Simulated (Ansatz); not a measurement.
# Work function of Ir(111): what the settings cost and change

How far do cutoff, k-mesh and smearing move the work function of Ir(111)?

Calculated with Ansatz 0.2.0; plane-wave DFT, PBE, Ansatz PAW.

Experimental background.

For Ir (clean (111) face, a compiled value), “Anisotropic work function of elemental crystals” (2019, arxiv:1902.07811) quotes earlier work: work function (clean (111) face, a compiled value) 5.78 eV.

Report form: the programs' logs are mostly left out.

**1. Set-up**

The cell holds 7 atoms: 7 Ir. Cell: a = 2.715 Å, b = 2.715 Å, c = 31.302 Å, α = 90.0°, β = 90.0°, γ = 60.0°. Vacuum lies along c.

**2. Slab, setting cutoff 200 eV**

A work function rests on the faint tail of the density, so the SCF threshold is tight. The cutoff is raised first; then mesh and smearing are varied at the default cutoff.

input.yaml

```yaml
crystal:
  lattice:
    - [2.7152900398, 0.0, 0.0]
    - [1.3576450199, 2.3515101531, 0.0]
    - [0.0, 0.0, 31.3021502021]
  atoms:
    - { symbol: Ir, position: [0.0, 0.0, 0.2875201845] }
    - { symbol: Ir, position: [0.3333333333, 0.3333333333, 0.3583467896] }
    - { symbol: Ir, position: [0.6666666667, 0.6666666667, 0.4291733948] }
    - { symbol: Ir, position: [0.0, 0.0, 0.5] }
    - { symbol: Ir, position: [0.3333333333, 0.3333333333, 0.5708266052] }
    - { symbol: Ir, position: [0.6666666667, 0.6666666667, 0.6416532104] }
    - { symbol: Ir, position: [0.0, 0.0, 0.7124798155] }
kpoints:
  mp_grid: { grid: [17, 17, 1] }
hamiltonian:
  xc: pbe
scf:
  occupations: { method: fermi_dirac, width: 0.1 }
  convergence: { dr2_threshold: 1.0e-09 }
efield:
  axis: 3
  dipole_correction: true
  ramp_position: 0.97
  ramp_width: 0.06
basis:
  ecutwfc: "200 eV"
output:
  write_potential: true
  write_density: true
  volumetric_format: npy
  elf: true
```

Launch:

```
ansatz run input.yaml --threads 2 --pin off --max-ram 3072MiB --backend cpu --events-out ev --progress --plain --runs-dir out
```

Run time: 34 s. Hardware: 2 threads of Arm Neoverse N1, shared host; peak memory 0.42 GiB; 59 s of CPU time.

This step gave:

```
energy at zero smearing   : -83473.6327 eV
work function, upper face : 6.090 eV
```

Running mean over 2.217 Å of the planar mean; the ramp of the sawtooth is left out. Table of electron's electrostatic potential energy less the Fermi level by z:

z (Å), electron's electrostatic potential energy less the Fermi level (eV) and a bar from the least value:
```
        4        6.0 ##############################
        5        5.9 ##############################
        6        5.7 ##############################
        7        4.4 ############################
        8       -5.5 ############
        9      -12.8 #
       10      -13.3 
       11      -13.5 
       12      -13.5 
       13      -13.5 
       14      -13.5 
       15      -13.5 
       16      -13.5 
       17      -13.5 
       18      -13.5 
       19      -13.5 
       20      -13.5 
       21      -13.3 
       22      -13.0 #
       23       -9.1 #######
       24        2.8 #########################
       25        5.6 #############################
       26        5.8 ##############################
       27        5.9 ##############################
```

Electrostatic potential energy in the ca plane at fractional y = 0.000, with atoms of Ir within 0.2 Å of it. With pseudopotentials it is smooth inside the atoms' cores, unlike the true potential.

Ten even steps from '0' (-61 eV) to '9' (16 eV), each cell a mean:
```
99999999984000489999999999986100279999999999
88998888986323688888999888887422589999999999
67888667898767898767898766898767899999999999
56887546899888998645788655789988999999999999
57887656898888998656888656789888899999999999
78998778887545788877898877898644689999999999
89999888985101589888999988987200379999999999
99999999973000489999999999986100169999999999
```
Columns run along c (16.0 Å, from fractional 0.36 to 0.87 of the cell; values clipped at the 3rd and 97th percentile), rows up along a (2.7 Å). Atoms in or near the plane, at fractional coordinates: Ir at (0.50, 0.00), Ir at (0.71, 0.00).

Valence density in the ca plane at fractional y = 0.000, with atoms of Ir within 0.2 Å of it. It is the smooth field of the valence electrons, not physical close to the nuclei.

Values in e/Å³, 5 rows by 16 columns, each cell a mean:
```
0.3 0.3 0.4 1.2 6.3 1.4 0.4 0.3 0.3 0.4 2.7 5.7 0.4 0.0 0.0 0.0
0.9 0.6 1.1 0.5 1.4 0.5 1.0 0.6 0.8 0.8 0.7 1.2 0.1 0.0 0.0 0.0
1.3 0.8 1.6 0.4 0.5 0.4 1.6 0.8 1.2 1.2 0.3 0.4 0.1 0.0 0.0 0.0
0.6 0.4 0.7 0.6 2.7 0.7 0.7 0.4 0.6 0.6 1.2 2.4 0.2 0.0 0.0 0.0
0.3 0.2 0.3 1.4 7.5 1.7 0.3 0.2 0.3 0.3 3.3 6.7 0.5 0.0 0.0 0.0
```
Columns run along c (16.0 Å, from fractional 0.36 to 0.87 of the cell), rows up along a (2.7 Å). Atoms in or near the plane, at fractional coordinates: Ir at (0.50, 0.00), Ir at (0.71, 0.00).

ELF in the ca plane at fractional y = 0.000, with atoms of Ir within 0.2 Å of it. It is the smooth field of the valence electrons, not physical close to the nuclei.

Ten even steps from '0' (0.00) to '9' (0.65), each cell a mean:
```
43223444437989734444312444446999952100000000
43333333445998544333333343344799743100000000
54443554343454343465343455344455433100000000
74454676345444543675454577435445652000000000
64454565344444443565454466434344442000000000
43343443444776444344343344344577533100000000
43223334447999644333322343445999943100000000
54213555438979734555312455436978952100000000
```
Columns run along c (16.0 Å, from fractional 0.36 to 0.87 of the cell), rows up along a (2.7 Å). Atoms in or near the plane, at fractional coordinates: Ir at (0.50, 0.00), Ir at (0.71, 0.00).

The work function is 6.090 eV. The program marks this work function as in doubt.

**3. Slab**

input.yaml: that of step 2 with these lines changed.

```diff
@@ -26,3 +26,3 @@
 basis:
-  ecutwfc: "200 eV"
+  ecutwfc: "300 eV"
 output:
@@ -31,2 +31 @@
   volumetric_format: npy
-  elf: true
```

The job ended after 52 s (2 threads; peak memory 0.53 GiB).

The work function is 5.514 eV, -0.576 eV from the run “cutoff 200 eV”, at 1.6 times its CPU time.

**4. Slab**

input.yaml: that of step 3 with these lines changed.

```diff
@@ -26,3 +26,3 @@
 basis:
-  ecutwfc: "300 eV"
+  ecutwfc: "420 eV"
 output:
```

Wall time 71 s (2 threads); peak memory 0.74 GiB.

The work function is 5.504 eV, -0.586 eV from the run “cutoff 200 eV”, at 2.1 times its CPU time.

**5. Slab**

input.yaml: that of step 4 with these lines changed.

```diff
@@ -26,3 +26,3 @@
 basis:
-  ecutwfc: "420 eV"
+  ecutwfc: "600 eV"
 output:
```

It took 1.9 min on 2 threads; peak memory 1.1 GiB.

The work function is 5.504 eV, +0.000 eV from the run “cutoff 420 eV”, at 1.6 times its CPU time.

**6. Slab**

input.yaml: that of step 5 with these lines changed.

```diff
@@ -14,3 +14,3 @@
 kpoints:
-  mp_grid: { grid: [17, 17, 1] }
+  mp_grid: { grid: [3, 3, 1] }
 hamiltonian:
@@ -25,4 +25,2 @@
   ramp_width: 0.06
-basis:
-  ecutwfc: "600 eV"
 output:
```

Wall time 8.2 s (2 threads); peak memory 0.42 GiB.

The work function is 5.661 eV, +0.157 eV from the run “cutoff 420 eV”, at 0.095 times its CPU time.

**7. Run**

input.yaml: that of step 6 with these lines changed.

```diff
@@ -14,3 +14,3 @@
 kpoints:
-  mp_grid: { grid: [3, 3, 1] }
+  mp_grid: { grid: [6, 6, 1] }
 hamiltonian:
```

Run time: 15 s. Hardware: 2 threads; peak memory 0.45 GiB; 25 s of CPU time.

The work function is 5.526 eV, +0.021 eV from the run “cutoff 420 eV”, at 0.20 times its CPU time.

**8. Slab**

input.yaml: that of step 7 with these lines changed.

```diff
@@ -14,3 +14,3 @@
 kpoints:
-  mp_grid: { grid: [6, 6, 1] }
+  mp_grid: { grid: [11, 11, 1] }
 hamiltonian:
```

Wall time 34 s (2 threads); peak memory 0.55 GiB.

The work function is 5.514 eV, +0.010 eV from the run “cutoff 420 eV”, at 0.48 times its CPU time.

**9. Run**

input.yaml: that of step 8 with these lines changed.

```diff
@@ -14,3 +14,3 @@
 kpoints:
-  mp_grid: { grid: [11, 11, 1] }
+  mp_grid: { grid: [26, 26, 1] }
 hamiltonian:
```

Run time: 2.4 min. Hardware: 2 threads; peak memory 1.1 GiB; 4.3 min of CPU time.

The work function is 5.502 eV, -0.002 eV from the run “cutoff 420 eV”, at 2.1 times its CPU time.

**10. Slab**

input.yaml: that of step 9 with these lines changed.

```diff
@@ -14,3 +14,3 @@
 kpoints:
-  mp_grid: { grid: [26, 26, 1] }
+  mp_grid: { grid: [17, 17, 1] }
 hamiltonian:
@@ -18,3 +18,3 @@
 scf:
-  occupations: { method: fermi_dirac, width: 0.1 }
+  occupations: { method: gaussian, width: 0.05 }
   convergence: { dr2_threshold: 1.0e-09 }
```

The job ended after 67 s (2 threads; peak memory 0.74 GiB).

The work function is 5.500 eV, -0.004 eV from the run “cutoff 420 eV”, at 0.98 times its CPU time.

**11. Run**

input.yaml: that of step 10 with these lines changed.

```diff
@@ -18,3 +18,3 @@
 scf:
-  occupations: { method: gaussian, width: 0.05 }
+  occupations: { method: methfessel_paxton, width: 0.2 }
   convergence: { dr2_threshold: 1.0e-09 }
```

Elapsed: 68 s, on 2 threads; peak memory 0.74 GiB.

The work function is 5.502 eV, -0.002 eV from the run “cutoff 420 eV”, at 0.99 times its CPU time.

**12. Slab**

input.yaml: that of step 11 with these lines changed.

```diff
@@ -18,3 +18,3 @@
 scf:
-  occupations: { method: methfessel_paxton, width: 0.2 }
+  occupations: { method: fermi_dirac, width: 0.3 }
   convergence: { dr2_threshold: 1.0e-09 }
```

Wall time 74 s (2 threads); peak memory 0.79 GiB; 2.3 min of CPU time.

The work function is 5.489 eV, -0.015 eV from the run “cutoff 420 eV”, at 1.1 times its CPU time.

**13. Run**

input.yaml: that of step 12 with these lines changed.

```diff
@@ -18,3 +18,3 @@
 scf:
-  occupations: { method: fermi_dirac, width: 0.3 }
+  occupations: { method: cold, width: 0.1 }
   convergence: { dr2_threshold: 1.0e-09 }
```

It took 64 s on 2 threads; peak memory 0.74 GiB; 2 min of CPU time.

The work function is 5.497 eV, -0.008 eV from the run “cutoff 420 eV”, at 0.94 times its CPU time.

**14. The series together**

Times are for 2 threads of Arm Neoverse N1, shared host. The runs compared:

```
no.                            setting  work function, upper face (eV)     time  memory (GiB)
  1                      cutoff 200 eV                           6.090     34 s          0.42
  2                      cutoff 300 eV                           5.514     52 s          0.53
  3                      cutoff 420 eV                           5.504     71 s          0.74
  4                      cutoff 600 eV                           5.504  1.9 min           1.1
  5                           mesh 3x3                           5.661    8.2 s          0.42
  6                           mesh 6x6                           5.526     15 s          0.45
  7                         mesh 11x11                           5.514     34 s          0.55
  8                         mesh 26x26                           5.502  2.4 min           1.1
  9          Gaussian smearing 0.05 eV                           5.500     67 s          0.74
 10  methfessel_paxton smearing 0.2 eV                           5.502     68 s          0.74
 11        fermi_dirac smearing 0.3 eV                           5.489     74 s          0.79
 12               cold smearing 0.1 eV                           5.497     64 s          0.74
```

**15. A changed input**

An input spoilt on purpose, to show how the run answers: it repeats the earlier run “cutoff 200 eV” with efield.amplitude to 5.0, and scf.max_iter set to 50; its output block differs too.

input.yaml: that of step 13 with these lines changed.

```diff
@@ -18,4 +18,5 @@
 scf:
-  occupations: { method: cold, width: 0.1 }
+  occupations: { method: fermi_dirac, width: 0.1 }
   convergence: { dr2_threshold: 1.0e-09 }
+  max_iter: 50
 efield:
@@ -25,2 +26,5 @@
   ramp_width: 0.06
+  amplitude: 5.0
+basis:
+  ecutwfc: "200 eV"
 output:
```

The job ended after 44 s (2 threads; peak memory 0.4 GiB).

The fault (a field far too strong) makes this run a check alone; its numbers are not taken further.

**16. Summary of results**

* work function, cutoff 200 eV: 6.090 eV
* work function, cutoff 420 eV: 5.504 eV
* work function, cutoff 600 eV: 5.504 eV
* work function, fermi_dirac smearing 0.3 eV: 5.489 eV

**Reading.** The run at the highest cutoff gives 5.50 eV, and the settings tried spread the value from 5.49 to 6.09 eV. Against 600 eV, a cutoff of 200 eV is off by +0.586 eV. Against 600 eV, a cutoff of 420 eV is off by -0.000 eV. Against the finest mesh, 26 points along a, the coarser ones are off by +0.16 (3), +0.02 (6) and +0.01 (11) eV. The smearing schemes and widths spread it over 0.01 eV. The program marks the value as in doubt in “cutoff 200 eV”. The ladder's slabs use the tabulated experimental lattice constant (two decimals; a low-temperature value for the alkali metals). In 1 run of the series (cutoff 200 eV) the program warns that electrons reach the sawtooth's ramp, which makes dipole and work function less sure.

Calculation against experiment:

```
                                               quantity  measured    cutoff 600 eV
work function (clean (111) face, a compiled value) (eV)      5.78  5.50 (-0.28 eV)
```

Measured values from arxiv:1902.07811 (2019).

How well it matches: The work function is off by -0.28 eV: fair agreement. The grades are ours: good and fair within 3 and 7 % for the work function. No cell relaxation is part of this session.

[Logs are printed without paths, hosts, clocks, repeated set-up lines and the standing remarks that a program may print on its own settings, such as how far it seeks lower states.]

[Hosts, paths, dates, database ids (printed as entryN), source tags and the programs' standing remarks are cut or masked in the printed files.]

[Maps of the electrostatic potential energy from Ansatz leave out the sawtooth potential of an applied field or a dipole correction, so their vacuum need not be flat; planar profiles and work functions include it.]
